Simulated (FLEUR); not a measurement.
# MnO (Manganosite): cost and accuracy of the smearing, part 2 of 2

Aim: see how far the moments and order energies of MnO (Manganosite) move with the smearing, and what each rung costs.

FLEUR MaX-R8.1; PBE; all-electron FLAPW, Dirac cores, scalar-relativistic bands.

So far, largest spin moment in the muffin-tin sphere (μB): step 2 (rung 1 (width 0.5 eV), start ferro +) 3.94; step 3 (rung 1 (width 0.5 eV), start antiferro q=(0,1/2,1/2) +-) 3.98; step 4 (rung 2 (width 0.25 eV), start ferro +) 4.35; step 5 (rung 2 (width 0.25 eV), start antiferro q=(0,1/2,1/2) +-) 4.40; step 6 (rung 3 (width 0.12 eV), start ferro +) 4.44.

## 7. Rung 3 (width 0.12 eV), start antiferro q=(0,1/2,1/2) +-

The k list default-1 (kpts.xml, not shown) is a Γ-centred 8×4×8 mesh.

The input, inp.xml:

```
<?xml version="1.0" encoding="UTF-8" standalone="no"?>
<fleurInput fleurInputVersion="0.39">
   <comment>
      MnO
   </comment>
   <calculationSetup>
      <cutoffs Kmax="4.05" Gmax="12.1" GmaxXC="12.1" numbands="0"/>
      <scfLoop itmax="90" minDistance="0.00002" maxIterBroyd="15" imix="Anderson" alpha="0.05" precondParam="0.0" spinf="2.0" sdNocoIR="T"/>
      <coreElectrons ctail="T" frcor="F" kcrel="0" coretail_lmax="0"/>
      <xcFunctional name="pbe" relativisticCorrections="F"/>
      <magnetism jspins="2"/>
      <soc l_soc="F" theta="0.0" phi="0.0" spav="F"/>
      <expertModes spex="0" secvar="F"/>
      <geometryOptimization l_f="F" forcealpha="1.0" forcemix="BFGS" epsdisp="0.00001" epsforce="0.00001"/>
      <ldaU l_linMix="F" mixParam="0.05" spinf="1.0"/>
   </calculationSetup>
   <cell>
      <bzIntegration valenceElectrons="42.0" mode="hist" fermiSmearingEnergy="0.00440992">
         <kPointListSelection listName="default-1"/>
         <xi:include xmlns:xi="http://www.w3.org/2001/XInclude" href="kpts.xml"> </xi:include>
      </bzIntegration>
      <xi:include xmlns:xi="http://www.w3.org/2001/XInclude" href="sym.xml"> </xi:include>
      <bulkLattice scale="1.0">
         <bravaisMatrix>
            <row-1>    0.0000000000000000     4.2008611749857998     4.2008611749857998</row-1>
            <row-2>    8.4017223499715996     0.0000000000000000     8.4017223499715996</row-2>
            <row-3>    8.4017223499715996     4.2008611749857998     4.2008611749857998</row-3>
         </bravaisMatrix>
      </bulkLattice>
   </cell>
   <atomSpecies>
      <species name="Manganese 4.500" element="Mn" atomicNumber="25">
         <mtSphere radius="2.62" gridPoints="867" logIncrement="0.014"/>
         <atomicCutoffs lmax="10" lnonsphr="8"/>
         <electronConfig flipSpins="F">
            <coreConfig>(1s1/2) (2s1/2) (2p1/2) (2p3/2)</coreConfig>
            <valenceConfig>(3s1/2) (3p1/2) (3p3/2) (4s1/2) (3d3/2) (3d5/2)</valenceConfig>
            <stateOccupation state="(3d3/2)" spinUp="1.75" spinDown="0.25"/>
            <stateOccupation state="(3d5/2)" spinUp="3.0" spinDown="0.0"/>
         </electronConfig>
         <energyParameters s="4" p="4" d="3" f="4"/>
         <lo type="SCLO" l="0" n="3" eDeriv="0"/>
         <lo type="SCLO" l="1" n="3" eDeriv="0"/>
      </species>
      <species name="Manganese -4.500" element="Mn" atomicNumber="25">
         <mtSphere radius="2.62" gridPoints="867" logIncrement="0.014"/>
         <atomicCutoffs lmax="10" lnonsphr="8"/>
         <electronConfig flipSpins="F">
            <coreConfig>(1s1/2) (2s1/2) (2p1/2) (2p3/2)</coreConfig>
            <valenceConfig>(3s1/2) (3p1/2) (3p3/2) (4s1/2) (3d3/2) (3d5/2)</valenceConfig>
            <stateOccupation state="(3d3/2)" spinUp="0.25" spinDown="1.75"/>
            <stateOccupation state="(3d5/2)" spinUp="0.0" spinDown="3.0"/>
         </electronConfig>
         <energyParameters s="4" p="4" d="3" f="4"/>
         <lo type="SCLO" l="0" n="3" eDeriv="0"/>
         <lo type="SCLO" l="1" n="3" eDeriv="0"/>
      </species>
      <species name="Oxygen (O)" element="O" atomicNumber="8">
         <mtSphere radius="1.48" gridPoints="489" logIncrement="0.022"/>
         <atomicCutoffs lmax="6" lnonsphr="4"/>
         <electronConfig flipSpins="F">
            <coreConfig>(1s1/2)</coreConfig>
            <valenceConfig>(2s1/2) (2p1/2) (2p3/2)</valenceConfig>
            <stateOccupation state="(2p1/2)" spinUp="0.666667" spinDown="0.666667"/>
            <stateOccupation state="(2p3/2)" spinUp="1.333333" spinDown="1.333333"/>
         </electronConfig>
         <energyParameters s="2" p="2" d="3" f="4"/>
      </species>
   </atomSpecies>
   <atomGroups>
      <atomGroup species="Manganese 4.500">
         <relPos label="                   1">.0000000000 .0000000000 .0000000000</relPos>
         <force calculate="T" relaxXYZ="TTT"/>
      </atomGroup>
      <atomGroup species="Manganese -4.500">
         <relPos label="                   2">.0000000000 1.000/2.000 .0000000000</relPos>
         <force calculate="T" relaxXYZ="TTT"/>
      </atomGroup>
      <atomGroup species="Oxygen (O)">
         <relPos label="                   3">1.000/2.000 .0000000000 1.000/2.000</relPos>
         <force calculate="T" relaxXYZ="TTT"/>
      </atomGroup>
      <atomGroup species="Oxygen (O)">
         <relPos label="                   4">1.000/2.000 1.000/2.000 1.000/2.000</relPos>
         <force calculate="T" relaxXYZ="TTT"/>
      </atomGroup>
   </atomGroups>
   <output dos="F" band="F" slice="F">
      <bandDOS minEnergy="-.5*Htr" maxEnergy="0.5*Htr" sigma="0.015" storeEVData="T"/>
      <plotting iplot="0" polar="F">
         <plot TwoD="T" vec1="  1.0  0.0  0.0" vec2="  0.0  1.0  0.0" vec3="  0.0  0.0  1.0" zero="  0.0  0.0  0.0" file="plot"/>
      </plotting>
      <moessbauerParams electricFieldGradient="F" isomerShift="F" coreHyperfine="F" valenceHyperfine="F"/>
   </output>
</fleurInput>
```

The input, crystal.txt:

```
MnO
&input film=F cartesian=F /
0.00000000000  2.22300000000  2.22300000000
4.44600000000  0.00000000000  4.44600000000
4.44600000000  2.22300000000  2.22300000000
1.8897261246
1.0 1.0 1.0

4
25 0.00000000000  0.00000000000  0.00000000000 : 4.500
25 0.00000000000  0.50000000000  0.00000000000 : -4.500
8 0.50000000000  0.00000000000  0.50000000000
8 0.50000000000  0.50000000000  0.50000000000

&kpt div1=8 div2=4 div3=8 gamma=T /
```

Command:

```sh
OMP_NUM_THREADS=1 inpgen -f crystal.txt > inpgen.log  # inp.xml is then edited as shown
OMP_NUM_THREADS=1 mpirun -n 4 fleur_MPI > fleur.log
```

Run time: 52 s. Hardware: 4 MPI ranks of Intel Xeon 6975P-C (Granite Rapids), shared host; peak memory 0.42 GiB.

Read from the output:

| Quantity | Value |
| --- | --- |
| free energy | -67153.3567 eV |
| program's band gap on this mesh (in a metal only a level spacing) | 7.92e-6 eV |
| magnetization | 0 μB |
| final state | antiferromagnetic |
| largest moment | 4.480 μB |

This start lies -71.7 meV a seeded atom from the first, a change of -23.0 meV since rung 2; its largest moment is 4.48 μB.

## 8. Rung 4 (width 0.05 eV), start ferro +

The k list default-1 (kpts.xml, not shown) is a Γ-centred 8×8×8 mesh.

inp.xml: that of step 7 with these lines changed.

```diff
@@ -17,3 +17,3 @@
    <cell>
-      <bzIntegration valenceElectrons="42.0" mode="hist" fermiSmearingEnergy="0.00440992">
+      <bzIntegration valenceElectrons="21.0" mode="hist" fermiSmearingEnergy="0.00183747">
          <kPointListSelection listName="default-1"/>
@@ -25,4 +25,4 @@
             <row-1>    0.0000000000000000     4.2008611749857998     4.2008611749857998</row-1>
-            <row-2>    8.4017223499715996     0.0000000000000000     8.4017223499715996</row-2>
-            <row-3>    8.4017223499715996     4.2008611749857998     4.2008611749857998</row-3>
+            <row-2>    4.2008611749857998     0.0000000000000000     4.2008611749857998</row-2>
+            <row-3>    4.2008611749857998     4.2008611749857998     0.0000000000000000</row-3>
          </bravaisMatrix>
@@ -39,15 +39,2 @@
             <stateOccupation state="(3d5/2)" spinUp="3.0" spinDown="0.0"/>
-         </electronConfig>
-         <energyParameters s="4" p="4" d="3" f="4"/>
-         <lo type="SCLO" l="0" n="3" eDeriv="0"/>
-         <lo type="SCLO" l="1" n="3" eDeriv="0"/>
-      </species>
-      <species name="Manganese -4.500" element="Mn" atomicNumber="25">
-         <mtSphere radius="2.62" gridPoints="867" logIncrement="0.014"/>
-         <atomicCutoffs lmax="10" lnonsphr="8"/>
-         <electronConfig flipSpins="F">
-            <coreConfig>(1s1/2) (2s1/2) (2p1/2) (2p3/2)</coreConfig>
-            <valenceConfig>(3s1/2) (3p1/2) (3p3/2) (4s1/2) (3d3/2) (3d5/2)</valenceConfig>
-            <stateOccupation state="(3d3/2)" spinUp="0.25" spinDown="1.75"/>
-            <stateOccupation state="(3d5/2)" spinUp="0.0" spinDown="3.0"/>
          </electronConfig>
@@ -74,12 +61,4 @@
       </atomGroup>
-      <atomGroup species="Manganese -4.500">
-         <relPos label="                   2">.0000000000 1.000/2.000 .0000000000</relPos>
-         <force calculate="T" relaxXYZ="TTT"/>
-      </atomGroup>
       <atomGroup species="Oxygen (O)">
-         <relPos label="                   3">1.000/2.000 .0000000000 1.000/2.000</relPos>
-         <force calculate="T" relaxXYZ="TTT"/>
-      </atomGroup>
-      <atomGroup species="Oxygen (O)">
-         <relPos label="                   4">1.000/2.000 1.000/2.000 1.000/2.000</relPos>
+         <relPos label="                   2">1.000/2.000 1.000/2.000 1.000/2.000</relPos>
          <force calculate="T" relaxXYZ="TTT"/>
```

The input, crystal.txt:

```
MnO
&input film=F cartesian=F /
0.00000000000  2.22300000000  2.22300000000
2.22300000000  0.00000000000  2.22300000000
2.22300000000  2.22300000000  0.00000000000
1.8897261246
1.0 1.0 1.0

2
25 0.00000000000  0.00000000000  0.00000000000 : 4.500
8 0.50000000000  0.50000000000  0.50000000000

&kpt div1=8 div2=8 div3=8 gamma=T /
```

The job ended after 9.6 s (4 MPI ranks; peak memory 0.25 GiB; 37 s of CPU time).

This step gave:

```
free energy                                                       : -33576.5897 eV
program's band gap on this mesh (in a metal only a level spacing) : 0.01711 eV
magnetization                                                     : 4.800 μB
final state                                                       : ferromagnetic
largest moment                                                    : 4.475 μB
```

The largest moment moves by +0.04 μB from rung 3, at 0.93 times its CPU time.

## 9. Rung 4 (width 0.05 eV), start antiferro q=(0,1/2,1/2) +-

The k list default-1 (kpts.xml, not shown) is a Γ-centred 8×4×8 mesh.

inp.xml: that of step 8 with these lines changed.

```diff
@@ -17,3 +17,3 @@
    <cell>
-      <bzIntegration valenceElectrons="21.0" mode="hist" fermiSmearingEnergy="0.00183747">
+      <bzIntegration valenceElectrons="42.0" mode="hist" fermiSmearingEnergy="0.00183747">
          <kPointListSelection listName="default-1"/>
@@ -25,4 +25,4 @@
             <row-1>    0.0000000000000000     4.2008611749857998     4.2008611749857998</row-1>
-            <row-2>    4.2008611749857998     0.0000000000000000     4.2008611749857998</row-2>
-            <row-3>    4.2008611749857998     4.2008611749857998     0.0000000000000000</row-3>
+            <row-2>    8.4017223499715996     0.0000000000000000     8.4017223499715996</row-2>
+            <row-3>    8.4017223499715996     4.2008611749857998     4.2008611749857998</row-3>
          </bravaisMatrix>
@@ -39,2 +39,15 @@
             <stateOccupation state="(3d5/2)" spinUp="3.0" spinDown="0.0"/>
+         </electronConfig>
+         <energyParameters s="4" p="4" d="3" f="4"/>
+         <lo type="SCLO" l="0" n="3" eDeriv="0"/>
+         <lo type="SCLO" l="1" n="3" eDeriv="0"/>
+      </species>
+      <species name="Manganese -4.500" element="Mn" atomicNumber="25">
+         <mtSphere radius="2.62" gridPoints="867" logIncrement="0.014"/>
+         <atomicCutoffs lmax="10" lnonsphr="8"/>
+         <electronConfig flipSpins="F">
+            <coreConfig>(1s1/2) (2s1/2) (2p1/2) (2p3/2)</coreConfig>
+            <valenceConfig>(3s1/2) (3p1/2) (3p3/2) (4s1/2) (3d3/2) (3d5/2)</valenceConfig>
+            <stateOccupation state="(3d3/2)" spinUp="0.25" spinDown="1.75"/>
+            <stateOccupation state="(3d5/2)" spinUp="0.0" spinDown="3.0"/>
          </electronConfig>
@@ -61,4 +74,12 @@
       </atomGroup>
+      <atomGroup species="Manganese -4.500">
+         <relPos label="                   2">.0000000000 1.000/2.000 .0000000000</relPos>
+         <force calculate="T" relaxXYZ="TTT"/>
+      </atomGroup>
       <atomGroup species="Oxygen (O)">
-         <relPos label="                   2">1.000/2.000 1.000/2.000 1.000/2.000</relPos>
+         <relPos label="                   3">1.000/2.000 .0000000000 1.000/2.000</relPos>
+         <force calculate="T" relaxXYZ="TTT"/>
+      </atomGroup>
+      <atomGroup species="Oxygen (O)">
+         <relPos label="                   4">1.000/2.000 1.000/2.000 1.000/2.000</relPos>
          <force calculate="T" relaxXYZ="TTT"/>
```

The input, crystal.txt:

```
MnO
&input film=F cartesian=F /
0.00000000000  2.22300000000  2.22300000000
4.44600000000  0.00000000000  4.44600000000
4.44600000000  2.22300000000  2.22300000000
1.8897261246
1.0 1.0 1.0

4
25 0.00000000000  0.00000000000  0.00000000000 : 4.500
25 0.00000000000  0.50000000000  0.00000000000 : -4.500
8 0.50000000000  0.00000000000  0.50000000000
8 0.50000000000  0.50000000000  0.50000000000

&kpt div1=8 div2=4 div3=8 gamma=T /
```

Run time: 53 s. Hardware: 4 MPI ranks; peak memory 0.46 GiB.

Read from the output:

```yaml
free_energy: -67153.3386 eV
program_s_band_gap_on_this_mesh_in_a_metal_only_a_level_spacing: 7.20e-6 eV
magnetization: 0 μB
final_state: antiferromagnetic
largest_moment: 4.504 μB
```

This start lies -79.6 meV a seeded atom from the first, a change of -7.9 meV since rung 3; its largest moment is 4.50 μB.

## 10. Rung 5 (width 0.02 eV), start ferro +

The k list default-1 (kpts.xml, not shown) is a Γ-centred 8×8×8 mesh.

inp.xml: that of step 9 with these lines changed.

```diff
@@ -17,3 +17,3 @@
    <cell>
-      <bzIntegration valenceElectrons="42.0" mode="hist" fermiSmearingEnergy="0.00183747">
+      <bzIntegration valenceElectrons="21.0" mode="hist" fermiSmearingEnergy="0.00073499">
          <kPointListSelection listName="default-1"/>
@@ -25,4 +25,4 @@
             <row-1>    0.0000000000000000     4.2008611749857998     4.2008611749857998</row-1>
-            <row-2>    8.4017223499715996     0.0000000000000000     8.4017223499715996</row-2>
-            <row-3>    8.4017223499715996     4.2008611749857998     4.2008611749857998</row-3>
+            <row-2>    4.2008611749857998     0.0000000000000000     4.2008611749857998</row-2>
+            <row-3>    4.2008611749857998     4.2008611749857998     0.0000000000000000</row-3>
          </bravaisMatrix>
@@ -39,15 +39,2 @@
             <stateOccupation state="(3d5/2)" spinUp="3.0" spinDown="0.0"/>
-         </electronConfig>
-         <energyParameters s="4" p="4" d="3" f="4"/>
-         <lo type="SCLO" l="0" n="3" eDeriv="0"/>
-         <lo type="SCLO" l="1" n="3" eDeriv="0"/>
-      </species>
-      <species name="Manganese -4.500" element="Mn" atomicNumber="25">
-         <mtSphere radius="2.62" gridPoints="867" logIncrement="0.014"/>
-         <atomicCutoffs lmax="10" lnonsphr="8"/>
-         <electronConfig flipSpins="F">
-            <coreConfig>(1s1/2) (2s1/2) (2p1/2) (2p3/2)</coreConfig>
-            <valenceConfig>(3s1/2) (3p1/2) (3p3/2) (4s1/2) (3d3/2) (3d5/2)</valenceConfig>
-            <stateOccupation state="(3d3/2)" spinUp="0.25" spinDown="1.75"/>
-            <stateOccupation state="(3d5/2)" spinUp="0.0" spinDown="3.0"/>
          </electronConfig>
@@ -74,12 +61,4 @@
       </atomGroup>
-      <atomGroup species="Manganese -4.500">
-         <relPos label="                   2">.0000000000 1.000/2.000 .0000000000</relPos>
-         <force calculate="T" relaxXYZ="TTT"/>
-      </atomGroup>
       <atomGroup species="Oxygen (O)">
-         <relPos label="                   3">1.000/2.000 .0000000000 1.000/2.000</relPos>
-         <force calculate="T" relaxXYZ="TTT"/>
-      </atomGroup>
-      <atomGroup species="Oxygen (O)">
-         <relPos label="                   4">1.000/2.000 1.000/2.000 1.000/2.000</relPos>
+         <relPos label="                   2">1.000/2.000 1.000/2.000 1.000/2.000</relPos>
          <force calculate="T" relaxXYZ="TTT"/>
```

The input, crystal.txt:

```
MnO
&input film=F cartesian=F /
0.00000000000  2.22300000000  2.22300000000
2.22300000000  0.00000000000  2.22300000000
2.22300000000  2.22300000000  0.00000000000
1.8897261246
1.0 1.0 1.0

2
25 0.00000000000  0.00000000000  0.00000000000 : 4.500
8 0.50000000000  0.50000000000  0.50000000000

&kpt div1=8 div2=8 div3=8 gamma=T /
```

It took 9.9 s on 4 MPI ranks; peak memory 0.22 GiB; 39 s of CPU time.

Read from the output:

```yaml
free_energy: -33576.5866 eV
program_s_band_gap_on_this_mesh_in_a_metal_only_a_level_spacing: 0.01678 eV
magnetization: 4.831 μB
final_state: ferromagnetic
largest_moment: 4.497 μB
```

The largest moment moves by +0.02 μB from rung 4, at 1.0 times its CPU time.

## 11. Rung 5 (width 0.02 eV), start antiferro q=(0,1/2,1/2) +-

The k list default-1 (kpts.xml, not shown) is a Γ-centred 8×4×8 mesh.

inp.xml: that of step 10 with these lines changed.

```diff
@@ -17,3 +17,3 @@
    <cell>
-      <bzIntegration valenceElectrons="21.0" mode="hist" fermiSmearingEnergy="0.00073499">
+      <bzIntegration valenceElectrons="42.0" mode="hist" fermiSmearingEnergy="0.00073499">
          <kPointListSelection listName="default-1"/>
@@ -25,4 +25,4 @@
             <row-1>    0.0000000000000000     4.2008611749857998     4.2008611749857998</row-1>
-            <row-2>    4.2008611749857998     0.0000000000000000     4.2008611749857998</row-2>
-            <row-3>    4.2008611749857998     4.2008611749857998     0.0000000000000000</row-3>
+            <row-2>    8.4017223499715996     0.0000000000000000     8.4017223499715996</row-2>
+            <row-3>    8.4017223499715996     4.2008611749857998     4.2008611749857998</row-3>
          </bravaisMatrix>
@@ -39,2 +39,15 @@
             <stateOccupation state="(3d5/2)" spinUp="3.0" spinDown="0.0"/>
+         </electronConfig>
+         <energyParameters s="4" p="4" d="3" f="4"/>
+         <lo type="SCLO" l="0" n="3" eDeriv="0"/>
+         <lo type="SCLO" l="1" n="3" eDeriv="0"/>
+      </species>
+      <species name="Manganese -4.500" element="Mn" atomicNumber="25">
+         <mtSphere radius="2.62" gridPoints="867" logIncrement="0.014"/>
+         <atomicCutoffs lmax="10" lnonsphr="8"/>
+         <electronConfig flipSpins="F">
+            <coreConfig>(1s1/2) (2s1/2) (2p1/2) (2p3/2)</coreConfig>
+            <valenceConfig>(3s1/2) (3p1/2) (3p3/2) (4s1/2) (3d3/2) (3d5/2)</valenceConfig>
+            <stateOccupation state="(3d3/2)" spinUp="0.25" spinDown="1.75"/>
+            <stateOccupation state="(3d5/2)" spinUp="0.0" spinDown="3.0"/>
          </electronConfig>
@@ -61,4 +74,12 @@
       </atomGroup>
+      <atomGroup species="Manganese -4.500">
+         <relPos label="                   2">.0000000000 1.000/2.000 .0000000000</relPos>
+         <force calculate="T" relaxXYZ="TTT"/>
+      </atomGroup>
       <atomGroup species="Oxygen (O)">
-         <relPos label="                   2">1.000/2.000 1.000/2.000 1.000/2.000</relPos>
+         <relPos label="                   3">1.000/2.000 .0000000000 1.000/2.000</relPos>
+         <force calculate="T" relaxXYZ="TTT"/>
+      </atomGroup>
+      <atomGroup species="Oxygen (O)">
+         <relPos label="                   4">1.000/2.000 1.000/2.000 1.000/2.000</relPos>
          <force calculate="T" relaxXYZ="TTT"/>
```

The input, crystal.txt:

```
MnO
&input film=F cartesian=F /
0.00000000000  2.22300000000  2.22300000000
4.44600000000  0.00000000000  4.44600000000
4.44600000000  2.22300000000  2.22300000000
1.8897261246
1.0 1.0 1.0

4
25 0.00000000000  0.00000000000  0.00000000000 : 4.500
25 0.00000000000  0.50000000000  0.00000000000 : -4.500
8 0.50000000000  0.00000000000  0.50000000000
8 0.50000000000  0.50000000000  0.50000000000

&kpt div1=8 div2=4 div3=8 gamma=T /
```

Wall time 54 s (4 MPI ranks); peak memory 0.45 GiB.

Read from the output:

| Item | Value |
| --- | --- |
| free energy | -67153.3342 eV |
| program's band gap on this mesh (in a metal only a level spacing) | 5.92e-6 eV |
| magnetization | 0 μB |
| final state | antiferromagnetic |
| largest moment | 4.517 μB |

This start lies -80.4 meV a seeded atom from the first, a change of -0.8 meV since rung 4; its largest moment is 4.52 μB.

## 12. The rungs together

Ladder, by row:

| rung | smearing (eV) | state from the first start | state from the second start | second less first (meV a seeded atom) | moment, first (μB) | moment, second (μB) | CPU time (s), all starts |
| --- | --- | --- | --- | --- | --- | --- | --- |
| 1 | 0.5 | ferromagnetic | antiferromagnetic | -17.89 | 3.942 | 3.978 | 276.4 |
| 2 | 0.25 | ferromagnetic | antiferromagnetic | -48.77 | 4.354 | 4.404 | 238.9 |
| 3 | 0.12 | ferromagnetic | antiferromagnetic | -71.74 | 4.437 | 4.48 | 246.8 |
| 4 | 0.05 | ferromagnetic | antiferromagnetic | -79.6 | 4.475 | 4.504 | 246.5 |
| 5 | 0.02 | ferromagnetic | antiferromagnetic | -80.44 | 4.497 | 4.517 | 255.4 |

## 13. Outcome

| Property | Result |
| --- | --- |
| range of the moment in the table, second start | 3.98 to 4.52 μB |
| range of CPU time | 4 min to 4.6 min |
| range of the energy difference | -80.4 to -17.9 meV a seeded atom |
| first rung from which all stay within 4.0 meV of the last, moments within 0.06 μB | 4 |

**Reading.** From rung 4 on the result stays within 0.84 meV of the last rung, inside the margin of 4.0 meV (5 % of the last value, 2 meV at least; moments within 0.06 μB), at 97 % of the last rung's cost. The second start ends lower on every rung, so the sign of the difference is steady; whether functional and cell give the true order is another matter. The mesh stays the same, and a narrow smearing needs a finer one, so the last rung is no sure reference. Differences are of free energies, so a wide smearing enters them.

[Logs and program files are shortened in this print: banners, set-up blocks, solver, clock and traceback lines can be left out without a mark of their own.]

[Logs are printed without paths, hosts, clocks, repeated set-up lines and the standing remarks that a program may print on its own settings, such as how far it seeks lower states.]

[Hosts, paths, dates, database ids (printed as entryN), source tags and the programs' standing remarks are cut or masked in the printed files.]

[Where a cell is said to come from a database of computed structures, the database is the Materials Project.]
